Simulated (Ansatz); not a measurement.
# Electron–phonon scattering in Pb(111) film of 2 layers, part 2 of 4

Wanted: the electron–phonon coupling λ, α²F(ω) and the phonon-limited resistivity of Pb(111) film of 2 layers, on meshes from cheap to dear.

Ansatz 0.2.0; DFT PBE, scalar-relativistic, plane waves, PAW.

So far: Starting point; Relaxing cell and atoms.

## Step 3: Relaxing tightly for phonons

No force is left; the cell is relaxed once more with another smearing and tight thresholds.

File input.yaml:

```yaml
crystal:
  lattice:
    - [3.5315344808, 0.0, 0.0]
    - [-1.7657672404, 3.0583985747, 0.0]
    - [0.0, 0.0, 29.5157663076]
  atoms:
    - { symbol: Pb, position: [0.0, 0.0, 0.19019529] }
    - { symbol: Pb, position: [0.3333333333, 0.6666666667, 0.2793124251] }
  periodic: [true, true, false]
kpoints:
  mp_grid: { grid: [9, 9, 1] }
hamiltonian:
  xc: pbe
scf:
  occupations: { method: methfessel_paxton, width: 0.2 }
output:
  forces: true
  stress: true
  eigenvalues: true
  write_density: true
  write_potential: true
  elf: true
  volumetric_format: npy
relax:
  adjacent_minimum: "off"
  f_tol: 0.001
  max_steps: 60
  cell: { stress_2d_tol: 0.002 }
```

The run is started by

```bash
ansatz run input.yaml --threads 4 --pin off --max-ram 16384MiB --backend cpu --events-out ev --progress --plain --runs-dir out
```

Numbers of over 12 decimals in the logs are rounded to 6 here.

Output:

```text
[the first part of the log is left out]
  E_xc         = -440.580760
  E_vxc        = -263.646766  (∫ρ·V_xc dr)
  E_paw        = -20811.519173  (= ΣΔE_a)
  E_vpaw       = -670.168440  (= ΣTr[D̂ρ^β])
  E_aug_tail   = 0.000099  (compensation charges beyond the density's cutoff)
  E_ewald      = 16537.808881
  E_smearing   = -0.003188  (= −TS)
  E_closure    = 0.000000  (closes the sum)
  Σ components = -23812.594057   (vs F -23812.594057, Δ=0.00e0)
[...]
--- 2D stress c σ (N/m, compression-positive) ---
       -0.000392       0.000000       0.000000
        0.000000      -0.000392       0.000000
        0.000000       0.000000      -0.000000
  P = ½ c Tr σ = -0.0004 N/m
--- Band table (eV; the first three rows and the last of 12) ---
[...]
° read free of the cell's end (the report's vacuum.weakly_bound_levels)
--- Relaxed structure (4 steps of the walk, 4 accepted, 1 SCFs on fresh bases) ---
[...]
cell:  # Å, volume = 318.6841 Å³
    - [3.530920, 0.0, 0]
    - [-1.765460, 3.057866, 0]
    - [0, 0, 29.5157663076]
  atoms:
    - { symbol: Pb, position: [9.251858539620023e-18, -5.088522196306341e-17, 0.190173] }
    - { symbol: Pb, position: [0.333333, 0.666667, 0.279335] }
```

Run time: 9.7 s. Hardware: 4 threads of Arm Neoverse V1, shared host; peak memory 0.59 GiB.

Little changed from the start: no atom moved by 0.005 Å and no cell edge by 0.1 %.

Valence density in the ca plane at fractional y = 0.667, with atoms of Pb within 0.2 Å of it. It is the smooth field of the valence electrons, not physical close to the nuclei.

Ten steps, logarithmic in the rise over the least value, from '0' (0.00 × 1e0 e/Å³) to '9' (8.39 × 1e0 e/Å³), each cell a mean:
```
00000000000012344321122211000000000000000000
00000000000012344321111111000000000000000000
00000000000012333221223321100000000000000000
00000000000011222222345543100000000000000000
00000000000001111122468874210000000000000000
00000000000000111123589985310000000000000000
00000000000001111123579975210000000000000000
00000000000001122222357753210000000000000000
00000000000012233222234432100000000000000000
```
Columns run along c (16.0 Å, from fractional 0.00 to 0.54 of the cell), rows up along a (3.5 Å). Atoms in or near the plane, at fractional coordinates: Pb at (0.28, 0.33).

Electrostatic potential energy in the ca plane at fractional y = 0.667, with atoms of Pb within 0.2 Å of it. With pseudopotentials it is smooth inside the atoms' cores, unlike the true potential.

Ten even steps from '0' (-38 eV) to '9' (0 eV), each cell a mean:
```
99999999999998756789998899999999999999999999
99999999999998655789999999999999999999999999
99999999999998777889988889999999999999999999
99999999999999888898742247999999999999999999
99999999999999999998400004899999999999999999
99999999999999999997202202799999999999999999
99999999999999999998300003899999999999999999
99999999999999989998610016899999999999999999
99999999999998878899875578999999999999999999
```
Columns run along c (16.0 Å, from fractional 0.00 to 0.54 of the cell; values clipped at the 3rd and 97th percentile), rows up along a (3.5 Å). Atoms in or near the plane, at fractional coordinates: Pb at (0.28, 0.33).

ELF in the ca plane at fractional y = 0.667, with atoms of Pb within 0.2 Å of it. It is the smooth field of the valence electrons, not physical close to the nuclei.

Values, 5 rows by 16 columns, each cell a mean:
```
0.00 0.00 0.01 0.13 0.40 0.40 0.30 0.25 0.25 0.18 0.05 0.01 0.00 0.00 0.00 0.00
0.00 0.00 0.01 0.09 0.33 0.36 0.29 0.28 0.35 0.33 0.11 0.01 0.00 0.00 0.00 0.00
0.00 0.00 0.00 0.03 0.14 0.24 0.28 0.32 0.21 0.47 0.30 0.03 0.00 0.00 0.00 0.00
0.00 0.00 0.00 0.02 0.10 0.21 0.29 0.30 0.09 0.47 0.34 0.04 0.00 0.00 0.00 0.00
0.00 0.00 0.01 0.06 0.25 0.32 0.29 0.31 0.37 0.42 0.19 0.02 0.00 0.00 0.00 0.00
```
Columns run along c (16.0 Å, from fractional 0.00 to 0.54 of the cell), rows up along a (3.5 Å). Atoms in or near the plane, at fractional coordinates: Pb at (0.28, 0.33).

## Step 4: Phonons by linear response: q 2×2×1, k 6×6×1

Couplings are defined for a stable lattice alone, so phonons come first.

File input.yaml:

```yaml
crystal:
  lattice:
    - [3.5309195441, 0.0, 0.0]
    - [-1.7654597721, 3.0578660239, 0.0]
    - [0.0, 0.0, 29.5157663076]
  atoms:
    - { symbol: Pb, position: [0.0, 0.0, 0.1901731783] }
    - { symbol: Pb, position: [0.3333333333, 0.6666666667, 0.2793345368] }
  periodic: [true, true, false]
kpoints:
  mp_grid: { grid: [6, 6, 1] }
hamiltonian:
  xc: pbe
scf:
  occupations: { method: methfessel_paxton, width: 0.2 }
output:
  eigenvalues: true
phonons:
  method: dfpt
  qmesh: [2, 2, 1]
  temperatures: { t_max: 1000, t_step: 50 }
  qpath:
    path:
      - [0.0, 0.0, 0.0]
      - [0.5, 0.0, 0.0]
      - [0.33333333, 0.33333333, 0.0]
      - [0.0, 0.0, 0.0]
    npoints: 10
```

Output:

```text
Warning: crystal.symmetry: narrowed to the stabiliser of the run's FFT grids — unitary ops 12 → 6. A phonons.method: dfpt run fills in the rows of the dynamical matrix that it does not solve by its symmetry operations, which is exact only for operations that map its FFT grids onto themselves: filled in by any other, the frequencies could depend on the order in which like atoms are typed, or, by more than the grids' own error, on where the crystal sits among the grids' points. Excluded: 6 operations. The run can therefore solve more perturbations, solve them on more k-points, or both, and cost more. [rest of the remark cut]
[...]
Crystal: 2 atoms, lattice volume = 318.684 Å³
Basis set: ecut = 420 eV, 6165 PW (Γ), exchange–correlation on 48×48×400 points (8 copies of the dense FFT grid, shifted against one another)
Bands: 18, of which v1, the nominal top of the filled ones, is band 14 counted from 1 (13 counted from 0)
Symmetry: 12 space group operations
k-points: 7 of 36 (irreducible under 6 space group operations, time reversal used)
[...]
SCF iter   1: F=—  HF=-23812.451735 eV  |F-HF|=—  |Δ(HF+E_count)|=         —  Δρ=7.14e-4  dr2=1.05e-2  ethr=1.77e-3  ⟨swp⟩=11.0  Hψ=964  notcnv=0
[...]
SCF iter  10: F=-23812.452181 eV  HF=-23812.452181 eV  |F-HF|=2.18e-11  |Δ(HF+E_count)|=  6.18e-11  S|Δr|=    0.00e0  Δρ=1.35e-8  dr2=1.69e-12  ethr=1.00e-12  ⟨swp⟩=14.6  Hψ=1042  notcnv=0
SCF 1 converged in 10 iterations: F = -23812.452181 eV  dr2 = 1.69e-12
[...]
NSCF: frozen V_eff on 7 k-points
WARN: eigensolver did not converge in 2 slots of this pass, the one above among them; of largest residual over every band (k=2): 1 band(s) unlocked (lowest unlocked band 17, counted from 0; max residual 2.69e-3 eV among the unlocked bands, 2.69e-3 eV over every band); of lowest unlocked band (k=1): band 17
[...]
DFPT response loops at q = (0, 0, 0) (fractional): preconditioner auto → none (partly filled bands, converged f_vac=0.750); β = 0.50; Broyden in place of MSR1
[...]
SCF converged after 10 iterations
Stability not checked: this state was not tested for a lower state beside it, because cold or Methfessel-Paxton smearing, or corrected tetrahedra, fill the levels in a way that the test cannot read (fill_not_monotonic; see scf.lower_state_search)
Free energy (F): -23812.452181 eV
[...]
Internal energy: -23812.441256 eV  (E = F + TS)
E sigma→0 (E₀):  -23812.449450 eV
Entropy (-TS):   -0.010926 eV (-5.463 meV/atom)
Fermi energy:    -3.599227 eV
[...]
--- Band table (eV; the first three rows and the last of 7) ---
  k-point 0: bands = [... 10 lower, -14.9994, -12.5859, -6.2011, -2.2901, -0.4109 (-0.4187°), 0.1338 (-0.0051°), 0.7477, 1.2098]
  k-point 1: bands = [... 10 lower, -14.5325, -12.1953, -5.7131, -2.2917, -1.1143 (-1.1143°), -0.0540 (-0.0582°), 0.4130, 0.6057]
  k-point 2: bands = [... 10 lower, -13.1835, -11.1767, -5.5685, -4.6565, -3.2188, -0.7490, -0.7272, 1.3251]
  k-point 6: bands = [... 10 lower, -10.8422, -10.8422, -5.9735, -5.1873, -5.1873, -3.7739, -1.0004, -1.0004]
  ° read free of the cell's end (the report's vacuum.weakly_bound_levels)
--- Phonons (Γ-DFPT): 4 representative perturbations + reference (Σ response iterations 18) ---
  ASR residual: 1.716e-4 → 0.000e0 eV/Å²; symmetrization residual: 1.428e-5 eV/Å²
  The last average, over the group as it would stand without the narrowing to the FFT grids, took up to 1.776e-15 eV/Å² of the zone centre's force constants
  ASR residual per site (eV/Å²): 1.72e-4 1.70e-4
  Γ frequencies (cm⁻¹): 0.00 0.00 0.00 42.29 42.29 95.06
--- Phonons (arbitrary-q DFPT): 2 irreducible q on the 2×2×1 mesh ---
  q = [0.0000, 0.0000, 0.0000] (star 1, of the zone-centre solve; hermiticity 8.29e-6, symmetrization 2.46e-11, taken by the last average 5.16e-16): -0.00 0.00 0.00 42.29 42.29 95.06
  q = [0.0000, -0.5000, 0.0000] (star 3, 6 solved perturbations on 13 of 36 k-point pairs; hermiticity 4.42e-5, symmetrization 4.48e-5, taken by the last average 4.45e-6): -26.67 26.79 30.13 46.91 77.61 80.06
  sum rule: each row above includes the acoustic sum rule's correction from the zone centre's row sums; it moved no ω² by more than (0.47 cm⁻¹)²
  mesh force constants: q→R imaginary residual 2.77e-17; ASR residual 1.716e-4 → 0.000e0 eV/Å²; symmetrization residual 1.998e-15 eV/Å²
  interpolated dispersion: 31 rows × 6 modes
  density of states and harmonic sums: on the 20×20×1 q-mesh, interpolated from the force constants of a 2×2×1 supercell (no non-analytic term)
  largest difference from the sums on the solved wave vectors: F 1.96e-1 eV, S 2.48e-4 and C_V 5.21e-5 eV/K
  zero-point energy: 0.015451 eV/cell   skipped modes (ω ≤ 0): 41, of them read as no rigid motion or as one in doubt: 38 (8.925e-1 modes/cell left out, lowest -26.67 cm⁻¹)   left out of the sums: 1.50e-1 of the cell's modes: C_V's classical limit lies that fraction below 3 k_B per atom; for a crystal, a wire or a layer, F and S can be off by more, and a phonons.interpolated_qmesh denser along its periods is the remedy for the sampling
```

The job ended after 23 s (4 threads; peak memory 0.91 GiB; 82 s of CPU time).

The column dr2 measures how far the density is from self-consistency, as an energy; F and HF (Harris–Foulkes) agree once it is small.

Numbers from this step:

```yaml
share_of_imaginary_modes_in_the_plain_interpolation_between_solved_wavevectors: 0.1413
highest_frequency_solved_or_plainly_interpolated: 95.1 cm⁻¹
```

Solved on the 2×2×1 mesh alone; all other wavevectors are interpolated. The phonon branches at the labelled points (cm⁻¹):

```
  point  branch 1  branch 2  branch 3  branch 4  branch 5  branch 6
      Γ         0         0         0        42        42        95
halfway        -7        12        27        43        60        88
      M       -27        27        30        47        78        80
halfway       -14        30        39        46        74        77
      K        25        25        47        47        71        71
halfway       -16        25        28        46        60        87
      Γ         0         0         0        42        42        95
```

The phonon branches as a text plot (rows in cm⁻¹):

```
     93 |*********                                       ********
     87 |         ****                              *****
     82 |             *********                *****
     77 |                 ************       **
     72 |               **        ***********
     67 |             **                   *******
     62 |         ****                            ****
     57 |       **                                    ***
     52 |     **                               ***       **
     47 |   **      ***************************   ****     **
     42 |*****    **                **       **       ***    ****
     37 |     ****                **           ***       ****
     32 |     ****          ****** ***            **  *****
     27 |         *****************   *********     **
     22 |   **          **              *  **  *****  ***  **
     16 |             **              **                 **
     11 | **  ********               *       **            *****
      6 |   **                                               ***
      1 |***                                                    *
     -4 | **        **              *          ***
     -9 |   **  ****                                         ***
    -14 |     **      **           *              ***********
    -19 |                         *
    -24 |               **********
         Γ                   M           K                      Γ
```

Lowest modes at the softest wavevector of the mesh. Modes at q = (0.500, 0.000, 0.000) (negative means imaginary):

```
mode  frequency (cm⁻¹)
   1             -26.7
   2              26.8
   3              30.1
   4              46.9
   5              77.6
   6              80.1
```

Displacements in mode 1 (-26.7 cm⁻¹), the largest set to 1, in the home cell:
```
Pb1  0.58 -1.00  0.00
Pb2 -0.58  1.00  0.00
```

Displacements in mode 4 (46.9 cm⁻¹), the largest set to 1, in the home cell:
```
Pb1  1.00  0.58 -0.73
Pb2 -1.00 -0.58  0.72
```

Among the solved wavevectors the lowest mode, translations apart, is -26.7 cm⁻¹, imaginary.

## Step 5: Phonons: q 3×3×1, k 9×9×1

An imaginary mode on so few k-points may come from the sampling, so the phonons are repeated with another q and k mesh.

Edit input.yaml of step 4 so:

```diff
@@ -10,3 +10,3 @@
 kpoints:
-  mp_grid: { grid: [6, 6, 1] }
+  mp_grid: { grid: [9, 9, 1] }
 hamiltonian:
@@ -19,3 +19,3 @@
   method: dfpt
-  qmesh: [2, 2, 1]
+  qmesh: [3, 3, 1]
   temperatures: { t_max: 1000, t_step: 50 }
```

Output:

```text
[...]
Crystal: 2 atoms, lattice volume = 318.684 Å³
Basis set: ecut = 420 eV, 6165 PW (Γ), exchange–correlation on 48×48×400 points (8 copies of the dense FFT grid, shifted against one another)
Bands: 18, of which v1, the nominal top of the filled ones, is band 14 counted from 1 (13 counted from 0)
Symmetry: 12 space group operations
k-points: 12 of 81 (irreducible under 6 space group operations, time reversal used)
[...]
SCF iter   1: F=—  HF=-23812.592617 eV  |F-HF|=—  |Δ(HF+E_count)|=         —  Δρ=6.98e-4  dr2=4.39e-3  ethr=1.77e-3  ⟨swp⟩=10.4  Hψ=1620  notcnv=0
[...]
SCF iter   8: F=-23812.594057 eV  HF=-23812.594057 eV  |F-HF|=2.58e-10  |Δ(HF+E_count)|=   3.91e-9  S|Δr|=    0.00e0  Δρ=4.38e-8  dr2=7.04e-12  ethr=1.00e-12  ⟨swp⟩=13.9  Hψ=2190  notcnv=0
SCF 1 converged in 8 iterations: F = -23812.594057 eV  dr2 = 7.04e-12
[...]
SCF converged after 8 iterations
[...]
Free energy (F): -23812.594057 eV
[...]
Internal energy: -23812.590869 eV  (E = F + TS)
E sigma→0 (E₀):  -23812.593260 eV
Entropy (-TS):   -0.003188 eV (-1.594 meV/atom)
Fermi energy:    -3.783449 eV
[...]
--- Band table (eV; the first three rows and the last of 12) ---
  k-point 0: bands = [... 10 lower, -14.9298, -12.5310, -6.1493, -2.2567, -0.4016 (-0.4097°), 0.1414 (-0.0034°), 0.7523, 1.2177]
  k-point 1: bands = [... 10 lower, -14.7220, -12.3558, -5.9291, -2.1544, -0.2177 (-0.2251°), 0.0230 (0.0143°), 0.4286, 0.9355]
  k-point 2: bands = [... 10 lower, -14.1041, -11.8473, -5.3040, -3.1475, -1.3412, -0.8961 (-0.8961°), 0.2415, 0.4250]
  k-point 11: bands = [... 10 lower, -10.7785, -10.7785, -5.9038, -5.1267, -5.1267, -3.7156, -0.9507, -0.9507]
  ° read free of the cell's end (the report's vacuum.weakly_bound_levels)
[...]
ASR residual: 2.060e-4 → 0.000e0 eV/Å²; symmetrization residual: 2.237e-5 eV/Å²
[...]
ASR residual per site (eV/Å²): 2.06e-4 2.02e-4
  Γ frequencies (cm⁻¹): 0.00 0.00 0.00 40.31 40.31 96.10
--- Phonons (arbitrary-q DFPT): 3 irreducible q on the 3×3×1 mesh ---
[...]
q = [0.3333, 0.3333, 0.0000] (star 2, 4 solved perturbations in 128 linear systems a pass and spin channel, the states on 45 of 81 k-point pairs; hermiticity 1.67e-5, symmetrization 9.09e-6, taken by the last average 2.91e-6): 46.58 47.50 47.50 61.22 83.27 83.27
[...]
interpolated dispersion: 31 rows × 6 modes
[...]
zero-point energy: 0.019777 eV/cell   skipped modes (ω ≤ 0): 3   left out of the sums: 1.13e-3 of the cell's modes: C_V's classical limit lies that fraction below 3 k_B per atom; for a crystal, a wire or a layer, F and S can be off by more, and a phonons.interpolated_qmesh denser along its periods is the remedy for the sampling
```

It took 65 s on 4 threads; peak memory 1.2 GiB.

Numbers from this step:

| Item | Value |
| --- | --- |
| zero point energy | 0.01978 eV/cell |
| share of imaginary modes in the plain interpolation between solved wavevectors | 0 |
| highest frequency, solved or plainly interpolated | 96.1 cm⁻¹ |

Solved on the 3×3×1 mesh alone; all other wavevectors are interpolated. The phonon branches at the labelled points (cm⁻¹):

| point | branch 1 | branch 2 | branch 3 | branch 4 | branch 5 | branch 6 |
| --- | --- | --- | --- | --- | --- | --- |
| Γ | 0 | 0 | 0 | 40 | 40 | 96 |
| halfway | 22 | 27 | 42 | 48 | 64 | 89 |
| M | 31 | 36 | 53 | 55 | 84 | 86 |
| halfway | 38 | 41 | 53 | 57 | 83 | 85 |
| K | 47 | 48 | 48 | 61 | 83 | 83 |
| halfway | 25 | 36 | 42 | 51 | 68 | 88 |
| Γ | 0 | 0 | 0 | 40 | 40 | 96 |

The phonon branches as a text plot (rows in cm⁻¹):

```
     94 |*******                                           ******
     90 |       ****                                  *****
     86 |           ********************   ***********
     82 |                 **    ***************
     78 |               **                     ***
     74 |             **                          **
     70 |           **
     66 |                                           **
     62 |         **                  *******         ***
     58 |       **                 ***       *****
     54 |               ************              **     **
     50 |     **    ******          *****  ****     **
     46 |   **  ******               ***************  *******
     42 |*******  **               ***     **     ****     ******
     38 |                   ********         **       ***
     34 |       **    ******   ****            ***  **
     30 |     **    **  *******                   **  *****
     26 |         ******                            **
     22 |       ****                                     ****
     18 |   ******                                    ***
     14 |     **                                         ****
     10 | ****                                             *****
      6 | **                                                 ***
      2 |*                                                      *
         Γ                   M           K                      Γ
```

Lowest modes at the softest wavevector of the mesh. Modes at q = (-0.333, 0.000, 0.000):

| mode | frequency (cm⁻¹) |
| --- | --- |
| 1 | 26.6 |
| 2 | 32.6 |
| 3 | 49.2 |
| 4 | 50.6 |
| 5 | 73.3 |
| 6 | 87.8 |

Displacements in mode 1 (26.6 cm⁻¹), the largest set to 1, in the home cell (x, y, z of the real part, then of the imaginary part):
```
Pb1 -0.57  0.99  0.00 -0.06  0.10  0.00
Pb2 -0.57  0.99  0.00  0.06 -0.10  0.00
```

Displacements in mode 2 (32.6 cm⁻¹), the largest set to 1, in the home cell (x, y, z of the real part, then of the imaginary part):
```
Pb1  0.53  0.31  1.00 -0.16 -0.09  0.01
Pb2  0.53  0.31  1.00  0.16  0.09 -0.01
```

Among the solved wavevectors the lowest mode, translations apart, is 26.6 cm⁻¹, so these are real on this k mesh. This mesh lacks the wavevector at which the coarser one was unstable.

(Part 2 of 4 ends here.)

[Logs are printed without paths, hosts, clocks, repeated set-up lines and the standing remarks that a program may print on its own settings, such as how far it seeks lower states.]

[Hosts, paths, dates, database ids (printed as entryN), source tags and the programs' standing remarks are cut or masked in the printed files.]
